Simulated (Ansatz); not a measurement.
# bond stretched by 0.8 Å, between In atomic chains under bias

Is the junction ohmic, and where does the voltage drop?

Calculated with Ansatz 0.2.0; DFT PBE, plane waves, PAW; current against voltage, self-consistent under bias.

## 1. The structure

The cell holds 30 atoms: 30 In. Its edges and angles: a = 6.000 Å, b = 6.000 Å, c = 97.450 Å, α = 90.0°, β = 90.0°, γ = 90.0°. Electrodes: In atomic chain; the apex atoms were set 3.650 Å apart. Regions: lower lead, 15 atoms (15 In); upper lead, 15 atoms (15 In). Vacuum lies along a, b and c.

## 2. The sweep under bias

Vacuum beyond both ends lets the two leads hold different Fermi levels, and the density is solved anew at each bias. Each lead has 15 atoms, since a wire screens slowly.

Input file input.yaml:

```yaml
crystal:
  lattice:
    - [6.0, 0.0, 0.0]
    - [0.0, 6.0, 0.0]
    - [0.0, 0.0, 97.45]
  atoms:
    - { symbol: In, position: [0.5, 0.5, 0.0] }
    - { symbol: In, position: [0.5, 0.5, 0.029245767] }
    - { symbol: In, position: [0.5, 0.5, 0.058491534] }
    - { symbol: In, position: [0.5, 0.5, 0.087737301] }
    - { symbol: In, position: [0.5, 0.5, 0.116983068] }
    - { symbol: In, position: [0.5, 0.5, 0.146228835] }
    - { symbol: In, position: [0.5, 0.5, 0.175474602] }
    - { symbol: In, position: [0.5, 0.5, 0.204720369] }
    - { symbol: In, position: [0.5, 0.5, 0.233966136] }
    - { symbol: In, position: [0.5, 0.5, 0.263211904] }
    - { symbol: In, position: [0.5, 0.5, 0.292457671] }
    - { symbol: In, position: [0.5, 0.5, 0.321703438] }
    - { symbol: In, position: [0.5, 0.5, 0.350949205] }
    - { symbol: In, position: [0.5, 0.5, 0.380194972] }
    - { symbol: In, position: [0.5, 0.5, 0.409440739] }
    - { symbol: In, position: [0.5, 0.5, 0.446895844] }
    - { symbol: In, position: [0.5, 0.5, 0.476141611] }
    - { symbol: In, position: [0.5, 0.5, 0.505387378] }
    - { symbol: In, position: [0.5, 0.5, 0.534633145] }
    - { symbol: In, position: [0.5, 0.5, 0.563878912] }
    - { symbol: In, position: [0.5, 0.5, 0.593124679] }
    - { symbol: In, position: [0.5, 0.5, 0.622370446] }
    - { symbol: In, position: [0.5, 0.5, 0.651616213] }
    - { symbol: In, position: [0.5, 0.5, 0.680861981] }
    - { symbol: In, position: [0.5, 0.5, 0.710107748] }
    - { symbol: In, position: [0.5, 0.5, 0.739353515] }
    - { symbol: In, position: [0.5, 0.5, 0.768599282] }
    - { symbol: In, position: [0.5, 0.5, 0.797845049] }
    - { symbol: In, position: [0.5, 0.5, 0.827090816] }
    - { symbol: In, position: [0.5, 0.5, 0.856336583] }
kpoints:
  mp_grid: { grid: [1, 1, 1] }
scf:
  occupations: { method: fermi_dirac, width: 0.1 }
hamiltonian:
  xc: pbe
output:
  current_voltage:
    leads: [[8, 9], [20, 21]]
    bias: [0.3, 0.6, 1.0, 1.5]
    electrode_ends: [14, 15]
    kmesh: [1, 1]
  write_potential: true
  write_density: true
  volumetric_format: npy
basis:
  ecutwfc: "340 eV"
```

Started as:

```
> ansatz run input.yaml --threads 8 --pin off --max-ram 16384MiB --backend cpu --events-out ev --progress --plain --runs-dir out
```

Numbers of over 12 decimals in the logs are rounded to 6 here.

The log of the run:

```text
Warning: basis.ecutwfc = 340 eV is below the records' recommended 420 eV, and the density's cutoff is lower with it unless basis.ecutrho_ratio is high enough to keep the records' density cutoff: compare with a run at a higher cutoff
Engine: ansatz 0.2.0, aarch64-unknown-linux-gnu
Pseudopotentials: kind: paw
Pseudopotential: In, paw, valence charge 13, recommended cutoff 420 eV (normal), In.paw.azcp
Functional definition: PBE
  parameter kappa = 0.804
  parameter beta = 0.066725
  exchange = pbe_x(kappa = kappa, mu = beta*pi^2/3)
  correlation = pbe_c(beta = beta)
Crystal: 30 atoms, lattice volume = 3508.200 Å³
Basis set: ecut = 340 eV, 49721 PW (Γ)
Bands: 234, of which v1, the nominal top of the filled ones, is band 195 counted from 1 (194 counted from 0)
Symmetry: 16 space group operations
Space group: P4/mmm (ITA 123), of the structure as read, at distance tolerance 1.5e-4 Å
k-points: 1
Non-local potential: In, projectors of the file, l = 0: 2, l = 1: 2, l = 2: 2, l = 3: 2
PAW form: soft (Blöchl's): semilocal exchange-correlation on the pseudo side does not see the compensation charge
PAW one-centre angular grid: In, 590 points (default); XC on 64 Gauss nodes
Initial density: superposition of atomic densities (neutral atoms: chi_scale 0, normalization atom), corrected by the library's trained network
Initial wavefunctions: pseudopotential atomic-orbital guess
Functional: x = pbe(κ = 0.804, μ = 0.219515), c = pbe(β = 0.066725)
SCF iter   1: F=—  HF=-167895.824564 eV  |F-HF|=—  |Δ(HF+E_count)|=         —  Δρ=1.89e-3  dr2=4.78e0  ethr=1.77e-3  ⟨swp⟩=5.0  Hψ=748  notcnv=0
preconditioner: auto → LDOS  [metal: Δε(μ)=0.104 eV  Ē_g=13.446 eV  σ=0.100 eV  W_gap=0.24  n_scr=402 (ndim 8)  ℏωp=12.4 eV  f_vac=0.524  D(μ)=69.61/eV (n_scr^D=402)  β→1.0]
SCF iter   2: F=—  HF=-167895.757529 eV  |F-HF|=—  |Δ(HF+E_count)|=   6.70e-2  Δρ=1.11e-3  dr2=2.71e-1  ethr=1.22e-3  ⟨swp⟩=2.0  Hψ=276  notcnv=0
SCF iter   3: F=—  HF=-167895.768204 eV  |F-HF|=—  |Δ(HF+E_count)|=   1.07e-2  Δρ=7.42e-4  dr2=1.06e-1  ethr=6.94e-5  ⟨swp⟩=2.0  Hψ=433  notcnv=0
SCF iter   4: F=—  HF=-167895.762098 eV  |F-HF|=—  |Δ(HF+E_count)|=   6.11e-3  Δρ=3.09e-4  dr2=8.04e-3  ethr=2.72e-5  ⟨swp⟩=3.0  Hψ=437  notcnv=0
SCF iter   5: F=—  HF=-167895.761695 eV  |F-HF|=—  |Δ(HF+E_count)|=   4.02e-4  Δρ=1.34e-4  dr2=3.08e-3  ethr=2.06e-6  ⟨swp⟩=2.0  Hψ=431  notcnv=0
SCF iter   6: F=—  HF=-167895.761462 eV  |F-HF|=—  |Δ(HF+E_count)|=   2.33e-4  Δρ=4.29e-5  dr2=4.40e-4  ethr=7.89e-7  ⟨swp⟩=2.0  Hψ=436  notcnv=0
SCF iter   7: F=—  HF=-167895.761487 eV  |F-HF|=—  |Δ(HF+E_count)|=   2.48e-5  Δρ=2.99e-5  dr2=1.35e-4  ethr=1.13e-7  ⟨swp⟩=2.0  Hψ=419  notcnv=0
SCF iter   8: F=—  HF=-167895.761476 eV  |F-HF|=—  |Δ(HF+E_count)|=   1.10e-5  Δρ=7.91e-6  dr2=1.23e-5  ethr=3.46e-8  ⟨swp⟩=2.0  Hψ=426  notcnv=0
SCF iter   9: F=—  HF=-167895.761355 eV  |F-HF|=—  |Δ(HF+E_count)|=   1.21e-4  Δρ=4.04e-6  dr2=2.20e-6  ethr=3.15e-9  ⟨swp⟩=2.0  Hψ=278  notcnv=0
SCF iter  10: F=—  HF=-167895.761355 eV  |F-HF|=—  |Δ(HF+E_count)|=   6.60e-8  Δρ=2.71e-6  dr2=9.67e-7  ethr=5.65e-10  ⟨swp⟩=2.0  Hψ=434  notcnv=0
SCF iter  11: F=—  HF=-167895.761355 eV  |F-HF|=—  |Δ(HF+E_count)|=   1.26e-7  Δρ=9.79e-7  dr2=1.52e-7  ethr=2.48e-10  ⟨swp⟩=3.0  Hψ=461  notcnv=0
SCF iter  12: F=-167895.761355 eV  HF=-167895.761355 eV  |F-HF|=1.41e-8  |Δ(HF+E_count)|=   2.85e-9  Δρ=4.54e-7  dr2=2.72e-8  ethr=2.56e-11  ⟨swp⟩=4.0  Hψ=517  notcnv=0
SCF 1 converged in 12 iterations: F = -167895.761355 eV  dr2 = 2.72e-8
  greatest PAW one-centre occupation: 0.983 electrons in one spin orbital (limit 2), on the In atom at site 29 (counted from 0), in its partial waves of l = 2
bias +0 V, iteration  1: dr2 1.06e0 eV, mean Fermi level 0.0580 eV
bias +0 V, iteration  2: dr2 8.80e-2 eV, mean Fermi level 0.0538 eV
bias +0 V, iteration  3: dr2 2.01e-2 eV, mean Fermi level 0.0537 eV
bias +0 V, iteration  4: dr2 2.57e-3 eV, mean Fermi level 0.0525 eV
bias +0 V, iteration  5: dr2 4.47e-4 eV, mean Fermi level 0.0528 eV
bias +0 V, iteration  6: dr2 7.99e-5 eV, mean Fermi level 0.0525 eV
bias +0 V, iteration  7: dr2 1.69e-5 eV, mean Fermi level 0.0525 eV
bias +0 V, iteration  8: dr2 5.64e-6 eV, mean Fermi level 0.0525 eV
bias +0 V, iteration  9: dr2 5.76e-7 eV, mean Fermi level 0.0525 eV
bias +0 V, iteration 10: dr2 1.26e-7 eV, mean Fermi level 0.0525 eV
bias +0 V, iteration 11: dr2 6.03e-8 eV, mean Fermi level 0.0525 eV
bias +0.3 V, iteration  1: dr2 2.18e2 eV, mean Fermi level 0.0725 eV
bias +0.3 V, iteration  2: dr2 2.38e1 eV, mean Fermi level 0.0560 eV
bias +0.3 V, iteration  3: dr2 1.12e0 eV, mean Fermi level 0.0642 eV
bias +0.3 V, iteration  4: dr2 5.48e-1 eV, mean Fermi level 0.0628 eV
bias +0.3 V, iteration  5: dr2 2.39e-2 eV, mean Fermi level 0.0622 eV
bias +0.3 V, iteration  6: dr2 5.79e-3 eV, mean Fermi level 0.0631 eV
bias +0.3 V, iteration  7: dr2 7.28e-3 eV, mean Fermi level 0.0626 eV
bias +0.3 V, iteration  8: dr2 1.72e-3 eV, mean Fermi level 0.0628 eV
bias +0.3 V, iteration  9: dr2 7.60e-4 eV, mean Fermi level 0.0629 eV
bias +0.3 V, iteration 10: dr2 7.45e-5 eV, mean Fermi level 0.0629 eV
bias +0.3 V, iteration 11: dr2 8.10e-6 eV, mean Fermi level 0.0629 eV
bias +0.3 V, iteration 12: dr2 1.02e-6 eV, mean Fermi level 0.0629 eV
bias +0.3 V, iteration 13: dr2 2.61e-6 eV, mean Fermi level 0.0629 eV
bias +0.3 V, iteration 14: dr2 1.87e-7 eV, mean Fermi level 0.0629 eV
bias +0.3 V, iteration 15: dr2 1.51e-7 eV, mean Fermi level 0.0629 eV
bias +0.3 V, iteration 16: dr2 1.67e-8 eV, mean Fermi level 0.0629 eV
bias +0.6 V, iteration  1: dr2 4.18e1 eV, mean Fermi level 0.0861 eV
bias +0.6 V, iteration  2: dr2 1.44e1 eV, mean Fermi level 0.0640 eV
bias +0.6 V, iteration  3: dr2 5.39e0 eV, mean Fermi level 0.0761 eV
bias +0.6 V, iteration  4: dr2 3.73e-1 eV, mean Fermi level 0.0696 eV
bias +0.6 V, iteration  5: dr2 4.16e-3 eV, mean Fermi level 0.0700 eV
bias +0.6 V, iteration  6: dr2 1.08e-2 eV, mean Fermi level 0.0698 eV
bias +0.6 V, iteration  7: dr2 1.45e-3 eV, mean Fermi level 0.0698 eV
bias +0.6 V, iteration  8: dr2 2.48e-4 eV, mean Fermi level 0.0697 eV
bias +0.6 V, iteration  9: dr2 9.38e-4 eV, mean Fermi level 0.0696 eV
bias +0.6 V, iteration 10: dr2 1.19e-4 eV, mean Fermi level 0.0696 eV
bias +0.6 V, iteration 11: dr2 7.97e-5 eV, mean Fermi level 0.0696 eV
bias +0.6 V, iteration 12: dr2 2.80e-6 eV, mean Fermi level 0.0696 eV
bias +0.6 V, iteration 13: dr2 5.49e-7 eV, mean Fermi level 0.0696 eV
bias +0.6 V, iteration 14: dr2 1.82e-7 eV, mean Fermi level 0.0696 eV
bias +0.6 V, iteration 15: dr2 2.14e-7 eV, mean Fermi level 0.0696 eV
bias +0.6 V, iteration 16: dr2 2.33e-8 eV, mean Fermi level 0.0696 eV
bias +1 V, iteration  1: dr2 3.94e0 eV, mean Fermi level 0.0825 eV
bias +1 V, iteration  2: dr2 1.47e0 eV, mean Fermi level 0.0687 eV
bias +1 V, iteration  3: dr2 6.72e-1 eV, mean Fermi level 0.0749 eV
bias +1 V, iteration  4: dr2 5.83e-1 eV, mean Fermi level 0.0720 eV
bias +1 V, iteration  5: dr2 3.46e-2 eV, mean Fermi level 0.0737 eV
bias +1 V, iteration  6: dr2 5.52e-2 eV, mean Fermi level 0.0721 eV
bias +1 V, iteration  7: dr2 9.29e-3 eV, mean Fermi level 0.0724 eV
bias +1 V, iteration  8: dr2 2.62e-3 eV, mean Fermi level 0.0721 eV
bias +1 V, iteration  9: dr2 9.50e-4 eV, mean Fermi level 0.0723 eV
bias +1 V, iteration 10: dr2 3.31e-4 eV, mean Fermi level 0.0723 eV
bias +1 V, iteration 11: dr2 5.24e-5 eV, mean Fermi level 0.0723 eV
bias +1 V, iteration 12: dr2 7.30e-5 eV, mean Fermi level 0.0723 eV
bias +1 V, iteration 13: dr2 1.86e-5 eV, mean Fermi level 0.0723 eV
bias +1 V, iteration 14: dr2 9.50e-6 eV, mean Fermi level 0.0723 eV
bias +1 V, iteration 15: dr2 2.08e-6 eV, mean Fermi level 0.0723 eV
bias +1 V, iteration 16: dr2 2.11e-6 eV, mean Fermi level 0.0723 eV
bias +1 V, iteration 17: dr2 1.53e-6 eV, mean Fermi level 0.0723 eV
bias +1 V, iteration 18: dr2 2.84e-7 eV, mean Fermi level 0.0723 eV
bias +1 V, iteration 19: dr2 1.95e-7 eV, mean Fermi level 0.0723 eV
bias +1 V, iteration 20: dr2 1.33e-7 eV, mean Fermi level 0.0723 eV
bias +1 V, iteration 21: dr2 3.51e-8 eV, mean Fermi level 0.0723 eV
bias +1.5 V, iteration  1: dr2 2.48e0 eV, mean Fermi level 0.0814 eV
bias +1.5 V, iteration  2: dr2 3.30e0 eV, mean Fermi level 0.0676 eV
bias +1.5 V, iteration  3: dr2 6.06e-1 eV, mean Fermi level 0.0700 eV
bias +1.5 V, iteration  4: dr2 1.85e-1 eV, mean Fermi level 0.0743 eV
bias +1.5 V, iteration  5: dr2 1.92e-1 eV, mean Fermi level 0.0719 eV
bias +1.5 V, iteration  6: dr2 4.99e-2 eV, mean Fermi level 0.0725 eV
bias +1.5 V, iteration  7: dr2 7.83e-2 eV, mean Fermi level 0.0706 eV
bias +1.5 V, iteration  8: dr2 4.78e-2 eV, mean Fermi level 0.0706 eV
bias +1.5 V, iteration  9: dr2 1.51e-2 eV, mean Fermi level 0.0703 eV
bias +1.5 V, iteration 10: dr2 1.21e-2 eV, mean Fermi level 0.0701 eV
bias +1.5 V, iteration 11: dr2 2.68e-3 eV, mean Fermi level 0.0706 eV
bias +1.5 V, iteration 12: dr2 7.82e-3 eV, mean Fermi level 0.0713 eV
bias +1.5 V, iteration 13: dr2 2.56e-3 eV, mean Fermi level 0.0706 eV
bias +1.5 V, iteration 14: dr2 3.38e-4 eV, mean Fermi level 0.0708 eV
bias +1.5 V, iteration 15: dr2 1.29e-3 eV, mean Fermi level 0.0707 eV
bias +1.5 V, iteration 16: dr2 1.38e-4 eV, mean Fermi level 0.0708 eV
bias +1.5 V, iteration 17: dr2 1.58e-4 eV, mean Fermi level 0.0708 eV
bias +1.5 V, iteration 18: dr2 1.05e-4 eV, mean Fermi level 0.0708 eV
bias +1.5 V, iteration 19: dr2 6.70e-5 eV, mean Fermi level 0.0708 eV
bias +1.5 V, iteration 20: dr2 3.33e-5 eV, mean Fermi level 0.0709 eV
bias +1.5 V, iteration 21: dr2 9.66e-6 eV, mean Fermi level 0.0709 eV
bias +1.5 V, iteration 22: dr2 1.05e-5 eV, mean Fermi level 0.0709 eV
bias +1.5 V, iteration 23: dr2 3.71e-7 eV, mean Fermi level 0.0709 eV
bias +1.5 V, iteration 24: dr2 4.54e-7 eV, mean Fermi level 0.0709 eV
bias +1.5 V, iteration 25: dr2 4.92e-7 eV, mean Fermi level 0.0709 eV
bias +1.5 V, iteration 26: dr2 3.45e-7 eV, mean Fermi level 0.0709 eV
bias +1.5 V, iteration 27: dr2 1.12e-7 eV, mean Fermi level 0.0709 eV
bias +1.5 V, iteration 28: dr2 3.95e-8 eV, mean Fermi level 0.0709 eV
transmission: 8 of 51 steps passed
transmission: 24 of 51 steps passed
[...]
transmission: 52 of 52 steps passed
WARN: The output density's exchange-correlation potential varies sharply where the density is thin. Do not read a vacuum level from v_tot or v_xc, or from such a field of the output density. On a cell that repeats whose density bears no net charge and no dipole along the vacuum's axis use v_es (v_loc + v_h of the components); under efield.dipole_correction with no amplitude use v_es + v_field, which holds any externa [...]
SCF converged after 12 iterations
Free energy (F): -167895.761355 eV
Harris-Foulkes:  -167895.761355 eV  (|F-HF|=1.41e-8)
Internal energy: -167893.579781 eV  (E = F + TS)
E sigma→0 (E₀):  -167894.670568 eV
Entropy (-TS):   -2.181574 eV (-72.719 meV/atom)
Fermi energy:    0.071252 eV
--- Per-component energies (eV) ---
  E_band       = -4823.399164
  E_kinetic    = 7213.789433
  E_local      = -140358.926853  (includes V_loc(G=0)·N_el)
  E_nonlocal   = 10963.445790
  E_hartree    = 64611.756925
  E_xc         = -6446.449458
  E_vxc        = -2947.151119  (∫ρ·V_xc dr)
  E_paw        = -124530.337480  (= ΣΔE_a)
  E_vpaw       = -8918.067658  (= ΣTr[D̂ρ^β])
  E_aug_tail   = 0.002268  (compensation charges beyond the density's cutoff)
  E_ewald      = 20653.139593
  E_smearing   = -2.181574  (= −TS)
  E_closure    = -0.000000  (closes the sum)
  Σ components = -167895.761355   (vs F -167895.761355, Δ=0.00e0)
--- Band table (eV) ---
  k-point 0: bands = [... 191 lower, -0.0408, -0.0408, 0.0295, 0.0295, 0.0603, 0.0603, 0.1545, 0.1545, ... 35 higher]
--- Current–voltage curve ---
  leads      : [8, 9] from 97.45 to 137.35 and [20, 21] from 141.00 to 180.90 Å, reservoirs outside 122.84 and 155.51
  electrodes : end at 137.35 and 141.00 Å
  density    : 392 bands, filled at a thermal energy of 2.585e-2 eV; current at 300 K
  bias (V)   current (A)   every other point   every other energy   edges, levels   drop (V)   electrons moved   misfit (meV)   iterations
        +0      0.0000e0                   -             0.0000e0        0.0000e0     +0.000            0.00e0           16.9   11
      +0.3     4.3098e-5                   -            4.3099e-5      3.0040e-12     +0.156           1.11e-2           19.8   16
      +0.6     5.9364e-5                   -            5.9362e-5      9.6694e-13     +0.502           3.22e-2           32.8   16
        +1     8.7949e-5                   -            8.7949e-5      7.2496e-13     +0.901           5.63e-2           30.3   21
      +1.5     1.2511e-4                   -            1.2511e-4      7.6393e-11     +1.407           8.42e-2           45.2   28
  At 0 V the conductance is 1.7709e-4 S, 4.9190e14 S/m².
```

Run time: 9.8 min. Hardware: 8 threads of Arm Neoverse V2, shared host; peak memory 5 GiB; 71 min of CPU time.

Numbers from this step:

```
conductance at zero bias    : 2.286 G₀
current at the highest bias : 125.1 μA
largest misfit of the leads : 45.20 meV
```

Cell area 36.000 Å^2. Table of current through one cell by bias:

| bias (V) | current through one cell (μA) |
| --- | --- |
| 0.000 | 0 |
| 0.300 | 43.1 |
| 0.600 | 59.4 |
| 1.000 | 87.9 |
| 1.500 | 125 |

Bias 0 V. Transmission and channels at 0 V against energy, zero at the mean Fermi level:

| energy (eV) | transmission | channels, lower lead | channels, upper lead |
| --- | --- | --- | --- |
| -0.259 | 0.799 | 1 | 1 |
| -0.233 | 0.799 | 1 | 1 |
| -0.207 | 0.800 | 1 | 1 |
| -0.181 | 0.820 | 3 | 3 |
| -0.155 | 0.958 | 3 | 3 |
| -0.129 | 1.28 | 3 | 3 |
| -0.103 | 1.75 | 3 | 3 |
| -0.078 | 2.13 | 3 | 3 |
| -0.052 | 2.32 | 3 | 3 |
| -0.026 | 2.38 | 3 | 3 |
| 0.000 | 2.37 | 3 | 3 |
| 0.026 | 2.31 | 3 | 3 |
| 0.052 | 2.23 | 3 | 3 |
| 0.078 | 2.15 | 3 | 3 |
| 0.103 | 2.07 | 3 | 3 |
| 0.129 | 2.00 | 3 | 3 |
| 0.155 | 1.93 | 3 | 3 |
| 0.181 | 1.88 | 3 | 3 |
| 0.207 | 1.84 | 3 | 3 |
| 0.233 | 1.80 | 3 | 3 |
| 0.259 | 1.78 | 3 | 3 |

Bias 0.6 V. Transmission and channels at 0.6 V against energy, zero at the mean Fermi level:

| energy (eV) | transmission | channels, lower lead | channels, upper lead |
| --- | --- | --- | --- |
| -0.569 | 0.802 | 1 | 1 |
| -0.543 | 0.802 | 1 | 1 |
| -0.517 | 0.802 | 1 | 1 |
| -0.465 | 0.803 | 1 | 1 |
| -0.439 | 0.803 | 1 | 3 |
| -0.414 | 0.803 | 1 | 3 |
| -0.388 | 0.804 | 1 | 3 |
| -0.362 | 0.804 | 1 | 3 |
| -0.310 | 0.805 | 1 | 3 |
| -0.284 | 0.805 | 1 | 3 |
| -0.259 | 0.805 | 1 | 3 |
| -0.233 | 0.805 | 1 | 3 |
| -0.207 | 0.806 | 1 | 3 |
| -0.181 | 0.806 | 1 | 3 |
| -0.129 | 0.807 | 1 | 3 |
| -0.103 | 0.807 | 1 | 3 |
| -0.078 | 0.807 | 1 | 3 |
| -0.052 | 0.808 | 1 | 3 |
| -0.026 | 0.808 | 1 | 3 |
| 0.000 | 0.808 | 1 | 3 |
| 0.026 | 0.809 | 1 | 3 |
| 0.052 | 1.38 | 3 | 3 |
| 0.078 | 1.54 | 3 | 3 |
| 0.103 | 1.67 | 3 | 3 |
| 0.129 | 1.80 | 3 | 3 |
| 0.181 | 2.00 | 3 | 3 |
| 0.207 | 2.07 | 3 | 3 |
| 0.233 | 2.11 | 3 | 3 |
| 0.259 | 2.13 | 3 | 3 |
| 0.284 | 2.12 | 3 | 3 |
| 0.310 | 2.10 | 3 | 3 |
| 0.362 | 2.04 | 3 | 3 |
| 0.388 | 2.00 | 3 | 3 |
| 0.414 | 1.96 | 3 | 3 |
| 0.439 | 1.93 | 3 | 3 |
| 0.465 | 1.90 | 3 | 3 |
| 0.517 | 1.86 | 3 | 3 |
| 0.543 | 1.84 | 3 | 3 |
| 0.569 | 1.83 | 3 | 3 |

Bias 1.5 V. Table of transmission and channels at 1.5 V by energy, zero at the mean Fermi level:

| energy (eV) | transmission | channels, lower lead | channels, upper lead |
| --- | --- | --- | --- |
| -1.034 | 0 | 0 | 1 |
| -0.982 | 0.619 | 1 | 1 |
| -0.931 | 0.766 | 1 | 1 |
| -0.879 | 0.793 | 1 | 1 |
| -0.801 | 0.802 | 1 | 3 |
| -0.750 | 0.803 | 1 | 3 |
| -0.698 | 0.803 | 1 | 3 |
| -0.646 | 0.803 | 1 | 3 |
| -0.595 | 0.803 | 1 | 3 |
| -0.543 | 0.802 | 1 | 3 |
| -0.465 | 0.802 | 1 | 3 |
| -0.414 | 0.802 | 1 | 3 |
| -0.362 | 0.802 | 1 | 3 |
| -0.310 | 0.803 | 1 | 3 |
| -0.259 | 0.803 | 1 | 3 |
| -0.207 | 0.803 | 1 | 3 |
| -0.129 | 0.804 | 1 | 3 |
| -0.078 | 0.804 | 1 | 3 |
| -0.026 | 0.805 | 1 | 3 |
| 0.000 | 0.805 | 1 | 3 |
| 0.026 | 0.806 | 1 | 3 |
| 0.078 | 0.806 | 1 | 3 |
| 0.129 | 0.807 | 1 | 3 |
| 0.207 | 0.808 | 1 | 3 |
| 0.259 | 0.809 | 1 | 3 |
| 0.310 | 0.810 | 1 | 3 |
| 0.362 | 0.811 | 1 | 3 |
| 0.414 | 0.812 | 1 | 3 |
| 0.465 | 1.74 | 3 | 3 |
| 0.543 | 2.05 | 3 | 3 |
| 0.595 | 2.21 | 3 | 3 |
| 0.646 | 2.32 | 3 | 3 |
| 0.698 | 2.34 | 3 | 3 |
| 0.750 | 2.31 | 3 | 3 |
| 0.801 | 2.26 | 3 | 3 |
| 0.879 | 2.16 | 3 | 3 |
| 0.931 | 2.11 | 3 | 3 |
| 0.982 | 2.06 | 3 | 3 |
| 1.034 | 2.03 | 3 | 3 |

Table of Hartree potential energy less that at 0 V, planar mean by z:

| z (Å) | 0.3 V (eV) | 0.6 V (eV) | 1 V (eV) | 1.5 V (eV) |
| --- | --- | --- | --- | --- |
| 95 | 0.123 | 0.241 | 0.400 | 0.597 |
| 100 | 0.162 | 0.320 | 0.523 | 0.773 |
| 105 | 0.158 | 0.314 | 0.516 | 0.762 |
| 110 | 0.147 | 0.302 | 0.501 | 0.746 |
| 115 | 0.110 | 0.267 | 0.464 | 0.708 |
| 120 | 0.0911 | 0.255 | 0.448 | 0.687 |
| 125 | 0.0533 | 0.222 | 0.420 | 0.669 |
| 130 | 0.0464 | 0.207 | 0.386 | 0.620 |
| 135 | 0.0940 | 0.272 | 0.486 | 0.746 |
| 140 | -0.125 | -0.243 | -0.343 | -0.434 |
| 145 | -0.0794 | -0.258 | -0.476 | -0.749 |
| 150 | -0.0833 | -0.234 | -0.439 | -0.691 |
| 155 | -0.0799 | -0.260 | -0.460 | -0.718 |
| 160 | -0.0696 | -0.237 | -0.436 | -0.680 |
| 165 | -0.0995 | -0.248 | -0.444 | -0.691 |
| 170 | -0.129 | -0.270 | -0.463 | -0.711 |
| 175 | -0.138 | -0.280 | -0.475 | -0.724 |
| 180 | -0.138 | -0.277 | -0.476 | -0.727 |
| 185 | -0.0628 | -0.138 | -0.221 | -0.329 |

(Part 1 of 2 ends here.)

[Logs are printed without paths, hosts, clocks, repeated set-up lines and the standing remarks that a program may print on its own settings, such as how far it seeks lower states.]

[Hosts, paths, dates, database ids (printed as entryN), source tags and the programs' standing remarks are cut or masked in the printed files.]
